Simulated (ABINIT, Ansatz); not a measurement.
## AlH3 (R-3c): changed settings of a GW run in ABINIT

Aim: change inputs of a GW run on AlH3 (R-3c) and see what moves.

Method: LDA and many-body steps on it, plane waves, in ABINIT 10.8.3.

### Step 1. The starting structure

Symmetry: R-3c, No. 167, trigonal system. Conventional cell: a = 4.449 Å, b = 4.449 Å, c = 11.804 Å, α = 90.00°, β = 90.00°, γ = 120.00°. Nearest to Al lie 6 H at 1.72 Å. Nearest to H lie 2 Al at 1.72 Å. Farther neighbours are not listed.

The cell and positions come from the Crystallography Open Database and are kept as given unless a step says otherwise.

### Step 2. Screening, 4×4×4 mesh, 68 bands, screening to 114.3 eV

This step: ABINIT 10.8.3; RPA screening on LDA, plane waves, norm-conserving pseudopotentials.

The RPA dielectric matrix is built and inverted for each q.

Contents of run.abi:

```
acell 3*1.0 Angstrom
rprim 
  2.224650000012 1.284402276382 3.934566666693
  -2.224650000012 1.284402276382 3.934566666693
  -0.000000000000 -2.568804552697 3.934566666715
ntypat 2
znucl 13 1
natom 8
typat 1 1 2 2 2 2 2 2
xred 
  0.000000000000 0.000000000000 -0.000000000000
  0.500000000000 0.500000000000 0.500000000000
  0.878000000000 0.622000000000 0.250000000000
  0.250000000000 0.878000000000 0.622000000000
  0.622000000000 0.250000000000 0.878000000000
  0.122000000000 0.378000000000 0.750000000000
  0.750000000000 0.122000000000 0.378000000000
  0.378000000000 0.750000000000 0.122000000000
pp_dirpath "pseudos"
pseudos "Al.upf, H.upf"
ecut 31
ngkpt 4 4 4
nshiftk 1
shiftk 0 0 0
kptopt 1
chksymbreak 0
istwfk *1
occopt 1
irdwfk 1
optdriver 3
nband 68
ecuteps 4.2
inclvkb 2
awtr 1
symchi 1
indata_prefix "in"
outdata_prefix "out"
tmpdata_prefix "tmp"
```

On the command line:

```bash
$ OMP_NUM_THREADS=1 mpirun -n 4 abinit run.abi > log
```

Log:

```text
.Version 10.8.3 of ABINIT. v10.8.2 released Aug 2026.

 Symmetries : space group R-3 c (#167); Bravais hR (rhombohedral)
[... echo of the input left out ...]
== DATASET  1 ==================================================================
-   mpi_nproc: 4, omp_nthreads: 1 (-1 if OMP is not activated)

--- !DatasetInfo
iteration_state: {dtset: 1, }
dimensions: {natom: 8, nkpt: 13, mband: 68, nsppol: 1, nspinor: 1, nspden: 1, mpw: 3775, }
cutoff_energies: {ecut:  31.0, pawecutdg:  -1.0, }
electrons: {nelect:   1.20000000E+01, charge:   0.00000000E+00, occopt:   1.00000000E+00, tsmear:   1.00000000E-02, }

 SCREENING: Calculation of the susceptibility and dielectric matrices

 Based on a program developped by R.W. Godby, V. Olevano, G. Onida, and L. Reining.
 Incorporated in ABINIT by V. Olevano, G.-M. Rignanese, and M. Torrent.
.Using double precision arithmetic ; gwpc =  8

[... cell and pseudopotentials left out ...]
--------------------------------------------------------------------------------

 ==== K-mesh for the wavefunctions ====
 Number of points in the irreducible wedge :    13
[... list of points left out ...]
 Together with 12 symmetry operations and time-reversal symmetry
 yields    64 points in the full Brillouin Zone.

 ==== Q-mesh for the screening function ====
 Number of points in the irreducible wedge :    13
[... list of points left out ...]
 Together with 12 symmetry operations and time-reversal symmetry
 yields    64 points in the full Brillouin Zone.

 setmesh: FFT mesh size selected  =    32x   32x   32
          total number of points  =        32768

 vcoul_init : cutoff-mode = AUXILIARY_FUNCTION
 q-points for optical limit:   1
     1)      0.000010    0.000020    0.000030

- screening: taking advantage of time-reversal symmetry
- Maximum band index for partially occupied states nbvw = 6
- Remaining bands to be divided among processors   nbcw = 62
- Number of bands treated by each node ~15

 Number of electrons calculated from density =   12.0000; Expected =   12.0000
 average of density, n =  0.026362
 r_s =    2.0844
 omega_plasma =   15.6618 [eV]

 calculating chi0 at frequencies [eV] :
  1    0.000000E+00    0.000000E+00
  2    0.000000E+00    1.566183E+01

--------------------------------------------------------------------------------
  q-point number  1        q = ( 0.000000, 0.000000, 0.000000) [r.l.u.]
--------------------------------------------------------------------------------
[... chi0 elements left out ...]
 For q-point:  0.000010 0.000020 0.000030
  dielectric constant =   4.6163
  dielectric constant without local fields =   5.1466

  Average fulfillment of the sum rule on Im[epsilon] for q-point    1 :     78.76  [%]
[... wings left out ...]
  q-point number  2        q = ( 0.250000, 0.000000, 0.000000) [r.l.u.]
--------------------------------------------------------------------------------
[... chi0 elements left out ...]
  Average fulfillment of the sum rule on Im[epsilon] for q-point    2 :     89.01  [%]

 [... 11 further q-points ...]
```

The job ended after 40 s (4 MPI ranks of Intel Xeon Platinum 8259CL at 2.50GHz (Skylake/Cascade Lake), shared host; peak memory 1.1 GiB).

Numbers from this step:

- ε∞ with local fields, on this mesh, along the program's q direction: 4.616
- the same without local fields: 5.147
- plasma frequency: 15.66 eV
- plane waves in the screening matrix: 175

Local fields lower ε∞ by 10 %.

### Step 3. Base

The self-energy is evaluated for the states that the input lists, and the levels follow from it, in one-shot runs by the linearised quasiparticle equation.

This step: G0W0 on LDA, plane waves, norm-conserving pseudopotentials.

run.abi: that of step 2 with these lines changed.

```diff
@@ -29,8 +29,17 @@
 irdwfk 1
-optdriver 3
+optdriver 4
 nband 68
+gwcalctyp 0
+ecutsigx 31
+symsigma 1
+nkptgw 2
+kptgw 
+  0.2500000000 0.2500000000 0.0000000000
+  0.0000000000 0.0000000000 0.0000000000
+bdgw 
+  5 8
+  5 8
 ecuteps 4.2
-inclvkb 2
-awtr 1
-symchi 1
+irdscr 1
+ppmodel 1
 indata_prefix "in"
```

Log:

```text
.Version 10.8.3 of ABINIT. v10.8.2 released Aug 2026.

 Symmetries : space group R-3 c (#167); Bravais hR (rhombohedral)
[... echo of the input left out ...]
== DATASET  1 ==================================================================
-   mpi_nproc: 4, omp_nthreads: 1 (-1 if OMP is not activated)

--- !DatasetInfo
iteration_state: {dtset: 1, }
dimensions: {natom: 8, nkpt: 13, mband: 68, nsppol: 1, nspinor: 1, nspden: 1, mpw: 3775, }
cutoff_energies: {ecut:  31.0, pawecutdg:  -1.0, }
electrons: {nelect:   1.20000000E+01, charge:   0.00000000E+00, occopt:   1.00000000E+00, tsmear:   1.00000000E-02, }

 SIGMA: Calculation of the GW corrections

 Based on a program developped by R.W. Godby, V. Olevano, G. Onida, and L. Reining.
 Incorporated in ABINIT by V. Olevano, G.-M. Rignanese, and M. Torrent.
.Using double precision arithmetic ; gwpc =  8

[... cell and pseudopotentials left out ...]
--------------------------------------------------------------------------------

 ==== K-mesh for the wavefunctions ====
 Number of points in the irreducible wedge :    13
[... list of points left out ...]
 Together with 12 symmetry operations and time-reversal symmetry
 yields    64 points in the full Brillouin Zone.

 ==== Q-mesh for screening function ====
 Number of points in the irreducible wedge :    13
[... list of points left out ...]
 Together with 12 symmetry operations and time-reversal symmetry
 yields    64 points in the full Brillouin Zone.

 vcoul_init : cutoff-mode = AUXILIARY_FUNCTION
 q-points for optical limit:   1
     1)      0.000010    0.000020    0.000030
 setmesh: FFT mesh size selected  =    48x   48x   48
          total number of points  =       110592

 Number of electrons calculated from density =   12.0000; Expected =   12.0000
 average of density, n =  0.026362
 r_s =    2.0844
 omega_plasma =   15.6618 [eV]

 === KS Band Gaps ===
  >>>> For spin  1
   Minimum direct gap =   1.9949 [eV], located at k-point      :   0.0000  0.0000  0.0000
   Fundamental gap    =   1.9463 [eV], Top of valence bands at :   0.2500  0.2500  0.0000
                                       Bottom of conduction at :   0.0000  0.0000  0.0000
 SIGMA fundamental parameters:
 PLASMON POLE MODEL  1
 number of plane-waves for SigmaX                 3775
 number of plane-waves for SigmaC and W            175
 number of plane-waves for wavefunctions          3775
 number of bands                                    68
 number of independent spin polarizations            1
 number of spinorial components                      1
 number of k-points in IBZ                          13
 number of q-points in IBZ                          13
 number of symmetry operations                      12
 number of k-points in BZ                           64
 number of q-points in BZ                           64
 number of frequencies for dSigma/dE                 9
 frequency step for dSigma/dE [eV]                0.25
 number of omega for Sigma on real axis              0
 max omega for Sigma on real axis  [eV]           0.00
 zcut for avoiding poles [eV]                     0.10

 EPSILON^-1 parameters (SCR file):
 dimension of the eps^-1 matrix on file            175
 dimension of the eps^-1 matrix used               175
 number of plane-waves for wavefunctions          3775
 number of bands                                    68
 number of q-points in IBZ                          13
 number of frequencies                               2
 number of real frequencies                          1
 number of imag frequencies                          1

 matrix elements of self-energy operator (all in [eV])

 Perturbative Calculation

--- !SelfEnergy_ee
iteration_state: {dtset: 1, }
kpoint     : [   0.250,    0.250,    0.000, ]
spin       : 1
KS_gap     :    4.134
QP_gap     :    5.855
Delta_QP_KS:    1.721
data: !SigmaeeData |
     Band     E0 <VxcDFT>   SigX SigC(E0)      Z dSigC/dE  Sig(E)    E-E0       E
        5  -1.121 -10.955 -14.879   2.559   0.767  -0.305 -12.002  -1.047  -2.167
        6   0.827 -11.517 -14.806   2.082   0.781  -0.281 -12.460  -0.943  -0.115
        7   4.962 -10.117  -5.795  -3.343   0.795  -0.258  -9.339   0.778   5.739
        8   6.316  -8.484  -3.854  -3.626   0.812  -0.232  -7.669   0.815   7.132

--- !SelfEnergy_ee
iteration_state: {dtset: 1, }
kpoint     : [   0.000,    0.000,    0.000, ]
spin       : 1
KS_gap     :    1.995
QP_gap     :    3.786
Delta_QP_KS:    1.791
data: !SigmaeeData |
     Band     E0 <VxcDFT>   SigX SigC(E0)      Z dSigC/dE  Sig(E)    E-E0       E
        5   0.779 -11.714 -15.141   2.173   0.779  -0.283 -12.692  -0.978  -0.199
        6   0.779 -11.714 -15.141   2.173   0.779  -0.283 -12.692  -0.978  -0.199
        7   2.774  -9.614  -5.518  -3.082   0.802  -0.247  -8.801   0.813   3.587
        8   6.452  -8.209  -3.402  -3.731   0.814  -0.229  -7.333   0.876   7.328

== END DATASET(S) ==============================================================
================================================================================

 -outvars: echo values of variables after computation  --------
           etotal      0.0000000000E+00
            nband          68
             nkpt          13
          spgroup         167
 [... the other variables as echoed above ...]

 Calculation completed.
```

It took 12 s on 4 MPI ranks; peak memory 0.95 GiB; 48 s of CPU time.

This step gave:

| Item | Value |
| --- | --- |
| G0W0 gap on the points computed | 3.702 eV |
| starting gap on the mesh | 1.946 eV |
| k of the valence top | 0.25, 0.25, 0 |
| k of the conduction bottom | 0, 0, 0 |
| Z at the valence top | 0.781 |
| Z at the conduction bottom | 0.802 |
| least direct G0W0 gap on the computed points | 3.786 eV |

The gap on the mesh goes from 1.95 eV to 3.70 eV, a correction of +1.76 eV.

### Step 4. No symmetry in the self-energy

run.abi: that of step 3 with these lines changed.

```diff
@@ -33,3 +33,3 @@
 ecutsigx 31
-symsigma 1
+symsigma 0
 nkptgw 2
```

Log:

```text
.Version 10.8.3 of ABINIT. v10.8.2 released Aug 2026.

 Symmetries : space group R-3 c (#167); Bravais hR (rhombohedral)
[... echo of the input left out ...]
== DATASET  1 ==================================================================
-   mpi_nproc: 4, omp_nthreads: 1 (-1 if OMP is not activated)

--- !DatasetInfo
iteration_state: {dtset: 1, }
dimensions: {natom: 8, nkpt: 13, mband: 68, nsppol: 1, nspinor: 1, nspden: 1, mpw: 3775, }
cutoff_energies: {ecut:  31.0, pawecutdg:  -1.0, }
electrons: {nelect:   1.20000000E+01, charge:   0.00000000E+00, occopt:   1.00000000E+00, tsmear:   1.00000000E-02, }

 SIGMA: Calculation of the GW corrections

 Based on a program developped by R.W. Godby, V. Olevano, G. Onida, and L. Reining.
 Incorporated in ABINIT by V. Olevano, G.-M. Rignanese, and M. Torrent.
.Using double precision arithmetic ; gwpc =  8

[... cell and pseudopotentials left out ...]
--------------------------------------------------------------------------------

 ==== K-mesh for the wavefunctions ====
 Number of points in the irreducible wedge :    13
[... list of points left out ...]
 Together with 12 symmetry operations and time-reversal symmetry
 yields    64 points in the full Brillouin Zone.

 ==== Q-mesh for screening function ====
 Number of points in the irreducible wedge :    13
[... list of points left out ...]
 Together with 12 symmetry operations and time-reversal symmetry
 yields    64 points in the full Brillouin Zone.

 vcoul_init : cutoff-mode = AUXILIARY_FUNCTION
 q-points for optical limit:   1
     1)      0.000010    0.000020    0.000030
 setmesh: FFT mesh size selected  =    48x   48x   48
          total number of points  =       110592

 Number of electrons calculated from density =   12.0000; Expected =   12.0000
[...]
number of omega for Sigma on real axis              0
 max omega for Sigma on real axis  [eV]           0.00
 zcut for avoiding poles [eV]                     0.10

 EPSILON^-1 parameters (SCR file):
 dimension of the eps^-1 matrix on file            175
 dimension of the eps^-1 matrix used               175
 number of plane-waves for wavefunctions          3775
 number of bands                                    68
 number of q-points in IBZ                          13
 number of frequencies                               2
 number of real frequencies                          1
 number of imag frequencies                          1

 matrix elements of self-energy operator (all in [eV])

 Perturbative Calculation

--- !SelfEnergy_ee
iteration_state: {dtset: 1, }
kpoint     : [   0.250,    0.250,    0.000, ]
spin       : 1
KS_gap     :    4.134
QP_gap     :    5.855
Delta_QP_KS:    1.721
data: !SigmaeeData |
     Band     E0 <VxcDFT>   SigX SigC(E0)      Z dSigC/dE  Sig(E)    E-E0       E
        5  -1.121 -10.955 -14.879   2.559   0.767  -0.305 -12.002  -1.047  -2.167
        6   0.827 -11.517 -14.806   2.082   0.781  -0.281 -12.460  -0.943  -0.115
        7   4.962 -10.117  -5.795  -3.343   0.795  -0.258  -9.339   0.778   5.739
[...]
--- !SelfEnergy_ee
iteration_state: {dtset: 1, }
kpoint     : [   0.000,    0.000,    0.000, ]
spin       : 1
KS_gap     :    1.995
QP_gap     :    3.786
Delta_QP_KS:    1.791
data: !SigmaeeData |
     Band     E0 <VxcDFT>   SigX SigC(E0)      Z dSigC/dE  Sig(E)    E-E0       E
[...]
7   2.774  -9.614  -5.518  -3.082   0.802  -0.247  -8.801   0.813   3.587
        8   6.452  -8.209  -3.402  -3.731   0.814  -0.229  -7.333   0.876   7.328

== END DATASET(S) ==============================================================
================================================================================

 -outvars: echo values of variables after computation  --------
           etotal      0.0000000000E+00
            nband          68
             nkpt          13
          spgroup         167
 [... the other variables as echoed above ...]

 Calculation completed.
```

Wall time 26 s (4 MPI ranks); peak memory 0.95 GiB.

Numbers from this step:

```yaml
g0w0_gap_on_the_points_computed: 3.702 eV
starting_gap_on_the_mesh: 1.946 eV
k_of_the_valence_top: 0.25, 0.25, 0
k_of_the_conduction_bottom: 0, 0, 0
z_at_the_valence_top: 0.781
z_at_the_conduction_bottom: 0.802
least_direct_g0w0_gap_on_the_computed_points: 3.786 eV
```

Against G0W0 in ABINIT (4×4×4 mesh, 68 bands, screening to 114.3 eV, Godby-Needs plasmon pole), the gap moves by +0.000 eV.

### Step 5. Exchange cutoff of one hartree

run.abi: that of step 4 with these lines changed.

```diff
@@ -32,4 +32,4 @@
 gwcalctyp 0
-ecutsigx 31
-symsigma 0
+ecutsigx 1
+symsigma 1
 nkptgw 2
```

Log:

```text
.Version 10.8.3 of ABINIT. v10.8.2 released Aug 2026.

 Symmetries : space group R-3 c (#167); Bravais hR (rhombohedral)
[... echo of the input left out ...]
== DATASET  1 ==================================================================
-   mpi_nproc: 4, omp_nthreads: 1 (-1 if OMP is not activated)

--- !DatasetInfo
iteration_state: {dtset: 1, }
dimensions: {natom: 8, nkpt: 13, mband: 68, nsppol: 1, nspinor: 1, nspden: 1, mpw: 3775, }
cutoff_energies: {ecut:  31.0, pawecutdg:  -1.0, }
electrons: {nelect:   1.20000000E+01, charge:   0.00000000E+00, occopt:   1.00000000E+00, tsmear:   1.00000000E-02, }

 SIGMA: Calculation of the GW corrections

 Based on a program developped by R.W. Godby, V. Olevano, G. Onida, and L. Reining.
 Incorporated in ABINIT by V. Olevano, G.-M. Rignanese, and M. Torrent.
.Using double precision arithmetic ; gwpc =  8

[... cell and pseudopotentials left out ...]
--------------------------------------------------------------------------------

 ==== K-mesh for the wavefunctions ====
 Number of points in the irreducible wedge :    13
[... list of points left out ...]
 Together with 12 symmetry operations and time-reversal symmetry
 yields    64 points in the full Brillouin Zone.

 ==== Q-mesh for screening function ====
 Number of points in the irreducible wedge :    13
[... list of points left out ...]
 Together with 12 symmetry operations and time-reversal symmetry
 yields    64 points in the full Brillouin Zone.

 vcoul_init : cutoff-mode = AUXILIARY_FUNCTION
 q-points for optical limit:   1
     1)      0.000010    0.000020    0.000030
 setmesh: FFT mesh size selected  =    30x   30x   30
          total number of points  =        27000

 Number of electrons calculated from density =   12.0000; Expected =   12.0000
[...]
number of omega for Sigma on real axis              0
 max omega for Sigma on real axis  [eV]           0.00
 zcut for avoiding poles [eV]                     0.10

 EPSILON^-1 parameters (SCR file):
 dimension of the eps^-1 matrix on file            175
 dimension of the eps^-1 matrix used                15
 number of plane-waves for wavefunctions          3775
 number of bands                                    68
 number of q-points in IBZ                          13
 number of frequencies                               2
 number of real frequencies                          1
 number of imag frequencies                          1

 matrix elements of self-energy operator (all in [eV])

 Perturbative Calculation

--- !SelfEnergy_ee
iteration_state: {dtset: 1, }
kpoint     : [   0.250,    0.250,    0.000, ]
spin       : 1
KS_gap     :    4.134
QP_gap     :    5.344
Delta_QP_KS:    1.209
data: !SigmaeeData |
     Band     E0 <VxcDFT>   SigX SigC(E0)      Z dSigC/dE  Sig(E)    E-E0       E
        5  -1.121 -10.955 -12.889   2.784   0.794  -0.259 -10.280   0.675  -0.445
        6   0.827 -11.517 -12.330   2.304   0.811  -0.233 -10.308   1.210   2.037
        7   4.962 -10.117  -4.073  -3.071   0.814  -0.229  -7.697   2.419   7.381
[...]
--- !SelfEnergy_ee
iteration_state: {dtset: 1, }
kpoint     : [   0.000,    0.000,    0.000, ]
spin       : 1
KS_gap     :    1.995
QP_gap     :    2.880
Delta_QP_KS:    0.885
data: !SigmaeeData |
     Band     E0 <VxcDFT>   SigX SigC(E0)      Z dSigC/dE  Sig(E)    E-E0       E
[...]
7   2.774  -9.614  -4.147  -2.846   0.819  -0.220  -7.467   2.147   4.921
        8   6.452  -8.209  -2.523  -3.643   0.819  -0.221  -6.537   1.672   8.124

== END DATASET(S) ==============================================================
================================================================================

 -outvars: echo values of variables after computation  --------
           etotal      0.0000000000E+00
            nband          68
             nkpt          13
          spgroup         167
 [... the other variables as echoed above ...]

 Calculation completed.
```

Wall time 4.6 s (4 MPI ranks); peak memory 0.54 GiB.

The run ended normally, though the input holds a fault or crude settings.

The fault put into this input: exchange cutoff of one hartree. It printed a gap of 2.88 eV, an artefact of the input.

### Step 6. Side by side

Times are wall times on 4 MPI ranks of Intel Xeon Platinum 8259CL at 2.50GHz (Skylake/Cascade Lake), shared host, good to a factor of about two. A run's time includes the screening step that it read.

```
                           run   mesh  bands  screening cutoff (eV)  DFT gap (eV)  gap on the mesh (eV)  direct (eV)  ε∞ used  time
                          base  4×4×4     68                  114.3         1.946                 3.702        3.786     4.62  52 s
no symmetry in the self-energy  4×4×4     68                  114.3         1.946                 3.702        3.786     4.62  66 s
```

### Step 7. Results

```yaml
base: 3.702 eV
no_symmetry_in_the_self_energy: 3.702 eV
known_limits: not at the basis limit
```

**Reading.** No symmetry in the self-energy: no change against base (keys changed: symsigma). Bands and cutoff are finite, so the gap is not at the basis limit. The miss can reach some tenths of an eV and take either sign; the mesh is an error of its own. In the G0W0 runs levels were corrected at 2 k points alone, so a gap called «on the mesh» is the least over those, and an edge elsewhere would be missed.

[Paths, hosts, dates, memory and timing lines, banners, echoed tables and standing remarks are left out of the program output.]

[Logs are printed without paths, hosts, clocks, repeated set-up lines and the standing remarks that a program may print on its own settings, such as how far it seeks lower states.]

[Runs of the session that timed out or met a known fault of the program may be left out.]

[Hosts, paths, dates, database ids (printed as entryN), source tags and the programs' standing remarks are cut or masked in the printed files.]

[G0W0 gaps are taken among the corrected bands and points alone; a level outside them can change the order at an edge.]

[Where Ansatz stands beside ABINIT at settings called matched, ABINIT's density can come from a denser mesh and the files from another edition; pairs whose starting gaps differed by over 0.03 eV were left out, so agreement reads better than it is.]
